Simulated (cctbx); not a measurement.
# A crystallographic session in cctbx: Ca2MnTeO6

Library: cctbx 2025.11. The data are simulated by the first script.

## 1. Simulate the data

run.py:

```python
from cctbx import adptbx, crystal, miller, sgtbx, xray
from cctbx.array_family import flex
from iotbx.shelx import hklf
from scitbx import matrix
import scitbx.random

cs = crystal.symmetry(unit_cell=(5.685, 5.685, 8.094, 90, 90, 90), space_group_symbol='Hall: -I 4')  # I4/m
atoms = [  # label, site, U (iso, or U11 U22 U33 U12 U13 U23 in A^2), occupancy
    ("Te1", (0, 0, 0), (0.0039, 0.0039, 0.0043, 0.0000, 0.0000, 0.0000), 1),
    ("Mn1", (0.5, 0.5, 0), (0.0068, 0.0068, 0.0056, 0.0000, 0.0000, -0.0000), 1),
    ("Ca1", (0, 0.5, 0.25), (0.0073, 0.0073, 0.0072, 0.0000, 0.0000, 0.0000), 1),
    ("O1", (0.5, 0.5, 0.2652), (0.0097, 0.0097, 0.0153, 0.0000, 0.0000, 0.0000), 1),
    ("O2", (0.8047, 0.2874, 0), (0.0170, 0.0102, 0.0086, -0.0007, 0.0000, 0.0000), 1),
]
xs = xray.structure(crystal_symmetry=cs)
for label, site, u, occ in atoms:
    u = adptbx.u_cif_as_u_star(cs.unit_cell(), u) if isinstance(u, tuple) else u
    xs.add_scatterer(xray.scatterer(label, site=site, u=u, occupancy=occ))
xs.set_inelastic_form_factors(1.54184, "sasaki")
xs.show_summary()
p1 = xs.expand_to_p1()
ms = miller.build_set(p1, anomalous_flag=True, d_min=0.8)
flex.set_random_seed(230570)
scitbx.random.set_random_seed(230570)
ms = ms.select(flex.random_double(ms.size()) < 0.7)
i = ms.structure_factors_from_scatterers(p1, algorithm="direct").f_calc().as_intensity_array().data()
i = i / flex.sqrt(1 + 0.1 * i / flex.max(i))  # extinction
i = i * 20000 / flex.max(i)
sig = flex.sqrt(i + flex.pow2(0.06 * i) + 4 ** 2)
noise = scitbx.random.variate(scitbx.random.normal_distribution())(i.size())
data = ms.array(data=i + sig * noise, sigmas=sig).set_observation_type_xray_intensity()
with open("data.hkl", "w") as f:
    data.export_as_shelx_hklf(f)
print("reflections written:", data.size(), " <I/sigma> = %.1f" % flex.mean(data.data() / data.sigmas()))
for h, a, b in list(data.sort("data"))[:12]:
    print("%4d%4d%4d %9.1f %7.1f" % (h + (a, b)))
```

```console
$ python run.py
```

```text
Number of scatterers: 5
At special positions: 5
Unit cell: (5.685, 5.685, 8.094, 90, 90, 90)
Space group: I 4/m (No. 87)
reflections written: 1506  <I/sigma> = 6.9
  -2  -2   0   18348.5  1090.7
   0   0   4   18060.0  1208.3
   2  -2   0   17805.0  1090.7
   2   2   0   16676.5  1090.7
   2   0   0   13102.9   757.1
   2  -2   4   12321.2   692.9
   0  -2   0   12015.9   757.1
   0  -4   0   11670.3   638.4
   1  -1  -2   11310.6   664.0
  -2   2   4   11184.9   692.9
  -4   0   0   10854.5   638.4
  -1   1  -2   10805.8   664.0
```

It took 0.22 s on 1 thread of Arm Neoverse V2 (shared host), peak memory 0.07 GiB.

## 2. Refinement (right model, isotropic)

run.py:

```python
import math
from cctbx import adptbx, crystal, maptbx, sgtbx, xray
from cctbx.array_family import flex
from cctbx.xray import observations
from iotbx.shelx import hklf
from scitbx.lstbx import normal_eqns_solving
from smtbx import absolute_structure, utils
from smtbx.refinement import constraints, least_squares

cs = crystal.symmetry(unit_cell=(5.685, 5.685, 8.094, 90, 90, 90), space_group_symbol='Hall: -I 4')  # I4/m
atoms = [  # label, site, U (iso, or U11 U22 U33 U12 U13 U23 in A^2), occupancy
    ("Te1", (0, 0, 0), 0.0200, 1),
    ("Mn1", (0.5, 0.5, 0), 0.0200, 1),
    ("Ca1", (0, 0.5, 0.25), 0.0200, 1),
    ("O1", (0.5, 0.5, 0.2718), 0.0200, 1),
    ("O2", (0.8026, 0.2867, 0), 0.0200, 1),
]
xs = xray.structure(crystal_symmetry=cs)
for label, site, u, occ in atoms:
    u = adptbx.u_cif_as_u_star(cs.unit_cell(), u) if isinstance(u, tuple) else u
    xs.add_scatterer(xray.scatterer(label, site=site, u=u, occupancy=occ))
xs.set_inelastic_form_factors(1.54184, "sasaki")
raw = hklf.reader(file_name="data.hkl").as_miller_arrays(crystal_symmetry=cs, anomalous=True)[0]
merged = raw.eliminate_sys_absent().merge_equivalents()
fo2 = merged.array().set_observation_type_xray_intensity()
print("Rint %.3f, %d unique reflections to %.2f A" % (merged.r_int(), fo2.size(), fo2.d_min()))
for sc in xs.scatterers():
    sc.flags.set_grad_site(True)
    sc.flags.set_grad_u_aniso(sc.flags.use_u_aniso())
    sc.flags.set_grad_u_iso(sc.flags.use_u_iso())
obs = fo2.as_xray_observations()
extra = {}
rep = constraints.reparametrisation(xs, [], utils.connectivity_table(xs), **extra)
ls = least_squares.crystallographic_ls(obs, rep, weighting_scheme=least_squares.mainstream_shelx_weighting(a=0, b=0))
print("cycle     R1     wR2    GooF  max shift (A)")
for cycle in range(8):
    ls.build_up()
    r1, wr2, goof = ls.r1_factor(cutoff_factor=2)[0], ls.wR2(), ls.goof()
    old = xs.sites_cart()
    normal_eqns_solving.levenberg_marquardt_iterations(ls, n_max_iterations=3, tau=1e-06, step_threshold=1e-7)
    big = flex.max((xs.sites_cart() - old).norms())
    print("%4d %7.4f %7.4f %7.3f %9.5f" % (cycle + 1, r1, wr2, goof, big))
    ls.build_up(objective_only=True)
    if abs(ls.wR2() - wr2) < 5e-5 and big < 5e-4:
        break
ls.build_up()
print("final R1 %.4f wR2 %.4f GooF %.3f  parameters %d  data/parameter %.1f" % (ls.r1_factor(cutoff_factor=2)[0], ls.wR2(), ls.goof(), ls.n_parameters, fo2.size() / ls.n_parameters))
cov = ls.covariance_matrix_and_annotations()
su = dict(zip(cov.annotations, (math.sqrt(max(v, 0)) for v in cov.matrix.matrix_packed_u_diagonal())))
a2 = cs.unit_cell().reciprocal_parameters()[0] ** -2
print("atom        x        y        z      Ueq    occ   su(xyz)  su(Uiso or U11)")
for sc in xs.scatterers():
    s = max(su.get(sc.label + k, 0) for k in (".x", ".y", ".z"))
    npd = "" if sc.is_positive_definite_u(cs.unit_cell()) else "  NPD"
    print("%-5s %8.5f %8.5f %8.5f %8.4f %6.3f %8.5f %7.4f%s" % ((sc.label,) + sc.site + (sc.u_iso_or_equiv(cs.unit_cell()), sc.occupancy, s, su.get(sc.label + ".uiso", su.get(sc.label + ".u11", 0) * a2), npd)))
fo = fo2.f_sq_as_f()
fc = fo.structure_factors_from_scatterers(xs, algorithm="direct").f_calc()
diff = fo.f_obs_minus_f_calc(1 / math.sqrt(ls.scale_factor()), fc).average_bijvoet_mates()
m = diff.fft_map(symmetry_flags=maptbx.use_space_group_symmetry, resolution_factor=0.25).apply_volume_scaling()
print("difference map: max %.2f min %.2f rms %.2f" % (m.statistics().max(), m.statistics().min(), m.statistics().sigma()))
peaks = m.peak_search(parameters=maptbx.peak_search_parameters(min_distance_sym_equiv=0.6, max_clusters=6)).all()
near = xs.closest_distances(peaks.sites(), distance_cutoff=4)
sps = cs.special_position_settings(min_distance_sym_equiv=0.5)
for k, (x, h) in enumerate(zip(peaks.sites(), peaks.heights())):
    ss = sps.site_symmetry(x)
    print("Q%-3d %7.4f %7.4f %7.4f %4d %7.2f  %.2f A from %s" % ((k + 1,) + tuple(t % 1 for t in ss.exact_site()) + (ss.multiplicity(), h, near.smallest_distances[k], xs.scatterers()[near.i_seqs[k]].label)))
```

```console
$ python run.py
```

```text
Rint 0.045, 147 unique reflections to 0.80 A
cycle     R1     wR2    GooF  max shift (A)
   1  0.1264  0.2811   8.697   0.05020
   2  0.0155  0.0381   1.179   0.00001
final R1 0.0155 wR2 0.0381 GooF 1.179  parameters 8  data/parameter 18.4
atom        x        y        z      Ueq    occ   su(xyz)  su(Uiso or U11)
Te1    0.00000  0.00000  0.00000   0.0039  1.000  0.00000  0.0002
Mn1    0.50000  0.50000  0.00000   0.0065  1.000  0.00000  0.0003
Ca1    0.00000  0.50000  0.25000   0.0072  1.000  0.00000  0.0003
O1     0.50000  0.50000  0.26560   0.0113  1.000  0.00041  0.0008
O2     0.80527  0.28820  0.00000   0.0116  1.000  0.00045  0.0005
difference map: max 0.54 min -0.87 rms 0.16
Q1    0.0000  0.0000  0.1598    4    0.55  0.60 A from O1
Q2    0.0000  0.5000  0.1118    8    0.52  1.12 A from Ca1
Q3    0.1544  0.2120  0.5000    8    0.40  0.62 A from O2
Q4    0.1372  0.3624  0.0832   16    0.40  1.45 A from O2
Q5    0.1232  0.3624  0.4154   16    0.33  0.91 A from O2
Q6    0.0000  0.0000  0.3597    4    0.31  1.01 A from O1
```

Time: 0.36 s.

## 3. Refinement (right model, anisotropic)

run.py, as its changes from the last script of this kind:

```diff
@@ -12,5 +12,5 @@
-    ("Te1", (0, 0, 0), 0.0200, 1),
-    ("Mn1", (0.5, 0.5, 0), 0.0200, 1),
-    ("Ca1", (0, 0.5, 0.25), 0.0200, 1),
-    ("O1", (0.5, 0.5, 0.2718), 0.0200, 1),
-    ("O2", (0.8026, 0.2867, 0), 0.0200, 1),
+    ("Te1", (0, 0, 0), 0.0039, 1),
+    ("Mn1", (0.5, 0.5, 0), 0.0065, 1),
+    ("Ca1", (0, 0.5, 0.25), 0.0072, 1),
+    ("O1", (0.5, 0.5, 0.2656), 0.0113, 1),
+    ("O2", (0.80527, 0.2882, 0), 0.0116, 1),
@@ -22,0 +23 @@
+xs.convert_to_anisotropic()
```

```console
$ python run.py
```

```text
Rint 0.045, 147 unique reflections to 0.80 A
cycle     R1     wR2    GooF  max shift (A)
   1  0.0156  0.0381   1.211   0.00179
   2  0.0144  0.0325   1.032   0.00000
final R1 0.0144 wR2 0.0325 GooF 1.032  parameters 15  data/parameter 9.8
atom        x        y        z      Ueq    occ   su(xyz)  su(Uiso or U11)
Te1    0.00000  0.00000  0.00000   0.0038  1.000  0.00000  0.0002
Mn1    0.50000  0.50000  0.00000   0.0065  1.000  0.00000  0.0004
Ca1    0.00000  0.50000  0.25000   0.0072  1.000  0.00000  0.0004
O1     0.50000  0.50000  0.26577   0.0112  1.000  0.00038  0.0011
O2     0.80501  0.28802  0.00000   0.0115  1.000  0.00041  0.0010
difference map: max 0.49 min -0.74 rms 0.15
Q1    0.0000  0.5000  0.1124    8    0.50  1.11 A from Ca1
Q2    0.1343  0.3576  0.0842   16    0.40  1.44 A from O2
Q3    0.1428  0.3569  0.4232   16    0.38  0.79 A from O2
Q4    0.0404  0.2935  0.2252   16    0.30  1.21 A from Ca1
Q5    0.1295  0.7469  0.1823   16    0.29  1.54 A from O2
Q6    0.1032  0.7971  0.3409   16    0.28  1.56 A from O1
```

Time: 0.32 s.

## 4. Refinement

run.py, as its changes from the last script of this kind:

```diff
@@ -13 +13 @@
-    ("Mn1", (0.5, 0.5, 0), 0.0065, 1),
+    ("V1", (0.5, 0.5, 0), 0.0065, 1),
@@ -37 +37 @@
-for cycle in range(8):
+for cycle in range(12):
```

```console
$ python run.py
```

```text
Rint 0.045, 147 unique reflections to 0.80 A
cycle     R1     wR2    GooF  max shift (A)
   1  0.0297  0.0803   2.550   0.00793
   2  0.0184  0.0489   1.551   0.00000
final R1 0.0184 wR2 0.0489 GooF 1.551  parameters 15  data/parameter 9.8
atom        x        y        z      Ueq    occ   su(xyz)  su(Uiso or U11)
Te1    0.00000  0.00000  0.00000   0.0030  1.000  0.00000  0.0003
V1     0.50000  0.50000  0.00000   0.0023  1.000  0.00000  0.0005
Ca1    0.00000  0.50000  0.25000   0.0065  1.000  0.00000  0.0006
O1     0.50000  0.50000  0.26658   0.0117  1.000  0.00058  0.0017
O2     0.80636  0.28864  0.00000   0.0104  1.000  0.00060  0.0015
difference map: max 1.25 min -0.47 rms 0.17
Q1    0.0000  0.0000  0.5000    2    1.26  0.00 A from V1
Q2    0.0000  0.5000  0.1171    8    0.55  1.08 A from Ca1
Q3    0.0000  0.0000  0.0000    2    0.45  0.00 A from Te1
Q4    0.1288  0.3650  0.0867   16    0.43  1.51 A from O2
Q5    0.1280  0.3729  0.4230   16    0.40  0.87 A from O2
Q6    0.0122  0.6610  0.3204   16    0.36  1.08 A from Ca1
```

Time: 0.34 s.

This run holds a fault made on purpose: wrong element: V1 is Mn.

## 5. Refinement

run.py, as its changes from the last script of this kind:

```diff
@@ -13,2 +13,2 @@
-    ("V1", (0.5, 0.5, 0), 0.0065, 1),
-    ("Ca1", (0, 0.5, 0.25), 0.0072, 1),
+    ("Ca1", (0.5, 0.5, 0), 0.0065, 1),
+    ("Mn1", (0, 0.5, 0.25), 0.0072, 1),
```

```console
$ python run.py
```

```text
Rint 0.045, 147 unique reflections to 0.80 A
cycle     R1     wR2    GooF  max shift (A)
   1  0.0921  0.2880   9.144   0.02581
   2  0.0561  0.1697   5.389   0.00003
final R1 0.0561 wR2 0.1697 GooF 5.389  parameters 15  data/parameter 9.8
atom        x        y        z      Ueq    occ   su(xyz)  su(Uiso or U11)
Te1    0.00000  0.00000  0.00000   0.0014  1.000  0.00000  0.0011
Ca1    0.50000  0.50000  0.00000  -0.0047  1.000  0.00000  0.0019  NPD
Mn1    0.00000  0.50000  0.25000   0.0146  1.000  0.00000  0.0022
O1     0.50000  0.50000  0.26879   0.0138  1.000  0.00220  0.0063
O2     0.80882  0.28969  0.00000   0.0080  1.000  0.00202  0.0052  NPD
difference map: max 6.39 min -2.89 rms 0.62
Q1    0.0000  0.0000  0.5000    2    6.39  0.00 A from Ca1
Q2    0.0000  0.0000  0.0000    2    3.85  0.00 A from Te1
Q3    0.0000  0.0000  0.2577    4    2.24  0.21 A from O1
Q4    0.2347  0.2419  0.0000    8    1.94  0.43 A from O2
Q5    0.9909  0.3470  0.3260   16    1.05  1.07 A from Mn1
Q6    0.0000  0.5000  0.1167    8    0.94  1.08 A from Mn1
```

Time: 0.37 s.

This run holds a fault made on purpose: elements exchanged: Mn1 is Ca and Ca1 is Mn.

## 6. Refinement

run.py, as its changes from the last script of this kind:

```diff
@@ -13,2 +13,2 @@
-    ("Ca1", (0.5, 0.5, 0), 0.0065, 1),
-    ("Mn1", (0, 0.5, 0.25), 0.0072, 1),
+    ("Mn1", (0.5, 0.5, 0), 0.0065, 1),
+    ("Ca1", (0, 0.5, 0.25), 0.0072, 1),
@@ -22 +22 @@
-xs.set_inelastic_form_factors(1.54184, "sasaki")
+# no anomalous dispersion
```

```console
$ python run.py
```

```text
Rint 0.045, 147 unique reflections to 0.80 A
cycle     R1     wR2    GooF  max shift (A)
   1  0.0250  0.0692   2.196   0.00371
   2  0.0169  0.0491   1.560   0.00000
final R1 0.0169 wR2 0.0491 GooF 1.560  parameters 15  data/parameter 9.8
atom        x        y        z      Ueq    occ   su(xyz)  su(Uiso or U11)
Te1    0.00000  0.00000  0.00000   0.0032  1.000  0.00000  0.0003
Mn1    0.50000  0.50000  0.00000   0.0073  1.000  0.00000  0.0006
Ca1    0.00000  0.50000  0.25000   0.0052  1.000  0.00000  0.0006
O1     0.50000  0.50000  0.26606   0.0127  1.000  0.00058  0.0016
O2     0.80509  0.28825  0.00000   0.0125  1.000  0.00061  0.0016
difference map: max 0.47 min -0.96 rms 0.17
Q1    0.0000  0.5000  0.1067    8    0.48  1.16 A from Ca1
Q2    0.1396  0.7375  0.1901   16    0.37  1.58 A from O2
Q3    0.1342  0.3618  0.0824   16    0.37  1.45 A from O2
Q4    0.1257  0.3647  0.4198   16    0.34  0.88 A from O2
Q5    0.0000  0.0000  0.3753    4    0.32  1.01 A from Mn1
Q6    0.0274  0.8204  0.4490   16    0.32  1.11 A from Mn1
```

Run time: 0.36 s on 1 thread of Arm Neoverse V2, with other jobs on the host, peak memory 0.09 GiB.

This run holds a fault made on purpose: anomalous dispersion left out.

[Logs are printed without paths, hosts, clocks, repeated set-up lines and the standing remarks that a program may print on its own settings, such as how far it seeks lower states.]
